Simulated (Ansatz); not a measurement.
# ZnNi3C (Pm-3m): Grüneisen parameters

Does ZnNi3C (Pm-3m) expand much on heating, by its phonons?

Program: Ansatz 0.2.0. Level of theory: DFT PBEsol, scalar-relativistic, plane waves, PAW; PAW set soft_1. Results are calculated unless marked as measured.

This is a report of a sequence of runs, with most program output left out.

### Step 1. Set-up

It takes space group Pm-3m (No. 221, cubic). The conventional cell has a = 3.720 Å, b = 3.720 Å, c = 3.720 Å, α = 90.00°, β = 90.00°, γ = 90.00°. Zn has 12 Ni at 2.63 Å nearest. Nearest to Ni lie 2 C at 1.86 Å and 4 Zn at 2.63 Å and 8 Ni at 2.63 Å. C has 6 Ni at 1.86 Å nearest. Farther neighbours are not listed.

### Step 2. Response at finite wavevector

The cell comes from relaxations at this level that are not shown. Stability and thermal properties need the whole zone. Linear response on a 2×2×2 q mesh gives force constants as far as a supercell of that size would.

input.yaml

```yaml
crystal:
  lattice:
    - [3.7198786686, 0.0, 0.0]
    - [0.0, 3.7198786686, 0.0]
    - [0.0, 0.0, 3.7198786686]
  atoms:
    - { symbol: Zn, position: [0.0, 0.0, 0.0] }
    - { symbol: Ni, position: [0.0, 0.5, 0.5] }
    - { symbol: Ni, position: [0.5, 0.5, 0.0] }
    - { symbol: Ni, position: [0.5, 0.0, 0.5] }
    - { symbol: C, position: [0.5, 0.5, 0.5] }
kpoints:
  mp_grid: { grid: [12, 12, 12] }
hamiltonian:
  xc: pbesol
  pseudopotentials: { kind: paw, azcp: { folder: soft_1 }, xc_functional: pbe }
scf:
  occupations: { method: methfessel_paxton, width: 0.2 }
output:
  eigenvalues: true
phonons:
  method: dfpt
  qmesh: [2, 2, 2]
  temperatures: { t_max: 1000, t_step: 50 }
  qpath:
    path:
      - [[0.0, 0.0, 0.0], [0.0, 0.5, 0.0], [0.5, 0.5, 0.0], [0.0, 0.0, 0.0], [0.5, 0.5, 0.5], [0.0, 0.5, 0.0]]
      - [[0.5, 0.5, 0.5], [0.5, 0.5, 0.0]]
    npoints: 10
```

Command:

```console
> ansatz run input.yaml --threads 4 --pin off --max-ram 10240MiB --backend cpu --events-out ev --progress --plain --runs-dir out
```

It took 6.4 min on 4 threads of Intel Xeon Platinum 8375C at 2.90GHz (Ice Lake), shared host; peak memory 2.3 GiB; 24 min of CPU time.

This run has no spin polarisation, although Ni can carry a moment.

This step gave:

- volume per atom: 10.29 Å³
- gap on the k-mesh: 0 eV
- sum-rule residual before enforcement: 2.35e-5 eV/Å²
- lowest frequency on the path: -48.38 cm⁻¹
- point group: m-3m
- highest frequency on the path or at a solved wavevector: 750.8 cm⁻¹
- highest optical mode at the zone centre (no LO-TO term): 633.9 cm⁻¹
- lowest optical zone-centre mode: 147.8 cm⁻¹
- lowest mode on the q mesh (acoustic modes at Γ apart): -48.38 cm⁻¹

Frequencies (cm⁻¹) solved at each irreducible wavevector; negative means imaginary. Frequencies by wavevector, by row:

| q in reciprocal lattice units | star | mode 1 | mode 2 | mode 3 | mode 4 | mode 13 | mode 14 | mode 15 |
| --- | --- | --- | --- | --- | --- | --- | --- | --- |
| 0 0 0 | 1 | 0 | 0 | 0 | 147.8 | 633.9 | 633.9 | 633.9 |
| 0 0 -0.5 | 3 | -48.4 | -48.4 | 42.4 | 110 | 632.5 | 632.5 | 727.6 |
| 0 -0.5 -0.5 | 3 | 37.8 | 37.8 | 55.6 | 73.7 | 627.4 | 741.9 | 741.9 |
| -0.5 -0.5 -0.5 | 1 | 6.4 | 6.4 | 6.4 | 101.3 | 750.8 | 750.8 | 750.8 |

Symmetry leaves 4 wavevectors to solve. The lowest mode among them, the acoustic zeros apart, lies at q = (0, 0, -0.5) and is imaginary, 48.4i cm⁻¹, so the energy falls along it.

### Step 3. Relaxing at another volume, volume ratio 0.97

The volume is scaled by 0.97 and held; symmetry leaves nothing to relax, so this is a single point. The modes can then be followed against volume.

input.yaml, the sections that differ from step 2:

```yaml
crystal:
  lattice:
    - [3.6823015675, 0.0, 0.0]
    - [0.0, 3.6823015675, 0.0]
    - [0.0, 0.0, 3.6823015675]
  atoms:
    - { symbol: Zn, position: [0.0, 0.0, 0.0] }
    - { symbol: Ni, position: [0.0, 0.5, 0.5] }
    - { symbol: Ni, position: [0.5, 0.5, 0.0] }
    - { symbol: Ni, position: [0.5, 0.0, 0.5] }
    - { symbol: C, position: [0.5, 0.5, 0.5] }
output:
  forces: true
  stress: true
  eigenvalues: true
# kpoints, hamiltonian, scf: as in step 2
# phonons: removed
```

It took 2.7 s on 4 threads; peak memory 0.49 GiB.

This step gave:

| Item | Value |
| --- | --- |
| pressure | 7.169 GPa |
| volume per atom | 9.986 Å³ |

The run ends at a pressure of 7.17 GPa.

### Step 4. Phonons at the other volume, volume ratio 0.97

The phonons are repeated at this volume on the same k and q meshes.

Changes to input.yaml since step 3:

```diff
@@ -19,4 +19,11 @@
 output:
-  forces: true
-  stress: true
   eigenvalues: true
+phonons:
+  method: dfpt
+  qmesh: [2, 2, 2]
+  temperatures: { t_max: 1000, t_step: 50 }
+  qpath:
+    path:
+      - [[0.0, 0.0, 0.0], [0.0, 0.5, 0.0], [0.5, 0.5, 0.0], [0.0, 0.0, 0.0], [0.5, 0.5, 0.5], [0.0, 0.5, 0.0]]
+      - [[0.5, 0.5, 0.5], [0.5, 0.5, 0.0]]
+    npoints: 10
```

The job ended after 7 min (4 threads; peak memory 2.3 GiB).

This step gave:

| Property | Result |
| --- | --- |
| sum-rule residual before enforcement | 1.92e-5 eV/Å² |
| lowest frequency on the path | -48.45 cm⁻¹ |
| highest frequency on the path or at a solved wavevector | 784.7 cm⁻¹ |
| highest optical mode at the zone centre (no LO-TO term) | 672.9 cm⁻¹ |
| lowest optical zone-centre mode | 151.7 cm⁻¹ |
| lowest mode on the q mesh (acoustic modes at Γ apart) | -48.45 cm⁻¹ |

Frequencies (cm⁻¹) solved at each irreducible wavevector; negative means imaginary. Frequencies by wavevector, by row:

| q in reciprocal lattice units | star | mode 1 | mode 2 | mode 3 | mode 4 | mode 13 | mode 14 | mode 15 |
| --- | --- | --- | --- | --- | --- | --- | --- | --- |
| 0 0 0 | 1 | 0 | 0 | 0 | 151.7 | 672.9 | 672.9 | 672.9 |
| 0 0 -0.5 | 3 | -48.5 | -48.5 | 49.8 | 115.4 | 671.1 | 671.1 | 760.9 |
| 0 -0.5 -0.5 | 3 | 53.8 | 53.8 | 71.9 | 75.9 | 666.2 | 775.8 | 775.8 |
| -0.5 -0.5 -0.5 | 1 | -26.7 | -26.7 | -26.7 | 105.6 | 784.7 | 784.7 | 784.7 |

The highest optical mode at the zone centre (no LO-TO term) is 672.9 cm⁻¹, +39.0 cm⁻¹ against the base run.

### Step 5. Relaxing at another volume, volume ratio 1.03

The volume is scaled by 1.03 and held; symmetry leaves nothing to relax, so this is a single point. The modes can then be followed against volume.

input.yaml, the sections that differ from step 4:

```yaml
crystal:
  lattice:
    - [3.7567115459, 0.0, 0.0]
    - [0.0, 3.7567115459, 0.0]
    - [0.0, 0.0, 3.7567115459]
  atoms:
    - { symbol: Zn, position: [0.0, 0.0, 0.0] }
    - { symbol: Ni, position: [0.0, 0.5, 0.5] }
    - { symbol: Ni, position: [0.5, 0.5, 0.0] }
    - { symbol: Ni, position: [0.5, 0.0, 0.5] }
    - { symbol: C, position: [0.5, 0.5, 0.5] }
output:
  forces: true
  stress: true
  eigenvalues: true
# kpoints, hamiltonian, scf: as in step 4
# phonons: removed
```

The job ended after 3.6 s (4 threads; peak memory 0.51 GiB).

This step gave:

```yaml
pressure: -6.078 GPa
volume_per_atom: 10.60 Å³
```

The run ends at a pressure of -6.08 GPa.

### Step 6. Phonons at the other volume, volume ratio 1.03

Changes to input.yaml since step 5:

```diff
@@ -19,4 +19,11 @@
 output:
-  forces: true
-  stress: true
   eigenvalues: true
+phonons:
+  method: dfpt
+  qmesh: [2, 2, 2]
+  temperatures: { t_max: 1000, t_step: 50 }
+  qpath:
+    path:
+      - [[0.0, 0.0, 0.0], [0.0, 0.5, 0.0], [0.5, 0.5, 0.0], [0.0, 0.0, 0.0], [0.5, 0.5, 0.5], [0.0, 0.5, 0.0]]
+      - [[0.5, 0.5, 0.5], [0.5, 0.5, 0.0]]
+    npoints: 10
```

It took 8 min on 4 threads; peak memory 2.4 GiB.

Numbers from this step:

```yaml
sum_rule_residual_before_enforcement: 2.88e-5 eV/Å²
lowest_frequency_on_the_path: -48.64 cm⁻¹
highest_frequency_on_the_path_or_at_a_solved_wavevector: 718.4 cm⁻¹
highest_optical_mode_at_the_zone_centre_no_lo_to_term: 596.3 cm⁻¹
lowest_optical_zone_centre_mode: 142.6 cm⁻¹
lowest_mode_on_the_q_mesh_acoustic_modes_at_gamma_apart: -48.4 cm⁻¹
```

Frequencies (cm⁻¹) solved at each irreducible wavevector; negative means imaginary. Frequencies by wavevector, by row:

| q in reciprocal lattice units | star | mode 1 | mode 2 | mode 3 | mode 4 | mode 13 | mode 14 | mode 15 |
| --- | --- | --- | --- | --- | --- | --- | --- | --- |
| 0 0 0 | 1 | 0 | 0 | 0 | 142.6 | 596.3 | 596.3 | 596.3 |
| 0 0 -0.5 | 3 | -48.4 | -48.4 | 34.7 | 104.6 | 595.2 | 595.2 | 695.8 |
| 0 -0.5 -0.5 | 3 | 12.8 | 12.8 | 29.1 | 75.1 | 590 | 709.6 | 709.6 |
| -0.5 -0.5 -0.5 | 1 | 26.4 | 26.4 | 26.4 | 97.3 | 718.4 | 718.4 | 718.4 |

The highest optical mode at the zone centre (no LO-TO term) is 596.3 cm⁻¹, -37.5 cm⁻¹ against the base run.

### Step 7. Grüneisen parameters

The Grüneisen parameter of a mode is minus the logarithmic change of its frequency with volume, −d ln ω / d ln V; weighted by heat capacity it gives the expansion.

This step gave:

```
bulk modulus : 220.7 GPa
```

Phonon branches along the path, in cm⁻¹:

| point | branch 1 | branch 2 | branch 3 | branch 4 | branch 12 | branch 13 | branch 14 | branch 15 |
| --- | --- | --- | --- | --- | --- | --- | --- | --- |
| Γ | 0 | 0 | 0 | 148 | 185 | 634 | 634 | 634 |
| halfway | 20 | 20 | 93 | 116 | 255 | 633 | 633 | 678 |
| X | -48 | -48 | 42 | 110 | 312 | 632 | 632 | 728 |
| halfway | -23 | -11 | 61 | 90 | 330 | 630 | 685 | 735 |
| M | 38 | 38 | 56 | 74 | 360 | 627 | 742 | 742 |
| halfway | 37 | 70 | 74 | 104 | 284 | 632 | 680 | 682 |
| Γ | 0 | 0 | 0 | 148 | 185 | 634 | 634 | 634 |
| halfway | 62 | 62 | 81 | 93 | 310 | 683 | 683 | 685 |
| R | 6 | 6 | 6 | 101 | 403 | 751 | 751 | 751 |
| halfway | 26 | 52 | 64 | 71 | 349 | 685 | 687 | 741 |
| X | -48 | -48 | 42 | 110 | 312 | 632 | 632 | 728 |
| jump to R | 6 | 6 | 6 | 101 | 403 | 751 | 751 | 751 |
| halfway | 24 | 24 | 52 | 88 | 378 | 687 | 746 | 746 |
| M | 38 | 38 | 56 | 74 | 360 | 627 | 742 | 742 |

The same for volume x 0.97:

| point | branch 1 | branch 2 | branch 3 | branch 4 | branch 12 | branch 13 | branch 14 | branch 15 |
| --- | --- | --- | --- | --- | --- | --- | --- | --- |
| Γ | 0 | 0 | 0 | 152 | 196 | 673 | 673 | 673 |
| X | -48 | -48 | 50 | 115 | 333 | 671 | 671 | 761 |
| M | 54 | 54 | 72 | 76 | 382 | 666 | 776 | 776 |
| Γ | 0 | 0 | 0 | 152 | 196 | 673 | 673 | 673 |
| R | -27 | -27 | -27 | 106 | 426 | 785 | 785 | 785 |
| X | -48 | -48 | 50 | 115 | 333 | 671 | 671 | 761 |
| R | -27 | -27 | -27 | 106 | 426 | 785 | 785 | 785 |
| M | 54 | 54 | 72 | 76 | 382 | 666 | 776 | 776 |

The same for volume x 1.03:

| point | branch 1 | branch 2 | branch 3 | branch 4 | branch 12 | branch 13 | branch 14 | branch 15 |
| --- | --- | --- | --- | --- | --- | --- | --- | --- |
| Γ | 0 | 0 | 0 | 142 | 175 | 596 | 596 | 596 |
| X | -48 | -48 | 35 | 105 | 291 | 595 | 595 | 696 |
| M | 13 | 13 | 29 | 75 | 339 | 590 | 710 | 710 |
| Γ | 0 | 0 | 0 | 142 | 175 | 596 | 596 | 596 |
| R | 26 | 26 | 26 | 97 | 381 | 718 | 718 | 718 |
| X | -48 | -48 | 35 | 105 | 291 | 595 | 595 | 696 |
| R | 26 | 26 | 26 | 97 | 381 | 718 | 718 | 718 |
| M | 13 | 13 | 29 | 75 | 339 | 590 | 710 | 710 |

### Step 8. Results

```json
{
  "bulk modulus": "221 GPa"
}
```

What this shows: No expansion is given, because modes are imaginary at one volume or more. The highest optical mode at Γ goes from 673 to 596 cm⁻¹ as the cell grows, a Grüneisen parameter of 2.01. Branches are matched by rank, so values near crossings are rough. The q mesh stands for a supercell only 7.4 Å across, so branches between the solved wavevectors are rough. With no gap, or one that is small against the smearing, the frequencies hang on the k mesh and the smearing, most of all near Kohn anomalies. The phonon runs are without spin polarisation, although Ni often carries a moment. The PAW files were made for PBE and serve the other functionals too.

[Logs are printed without paths, hosts, clocks, repeated set-up lines and the standing remarks that a program may print on its own settings, such as how far it seeks lower states.]

[Hosts, paths, dates, database ids (printed as entryN), source tags and the programs' standing remarks are cut or masked in the printed files.]
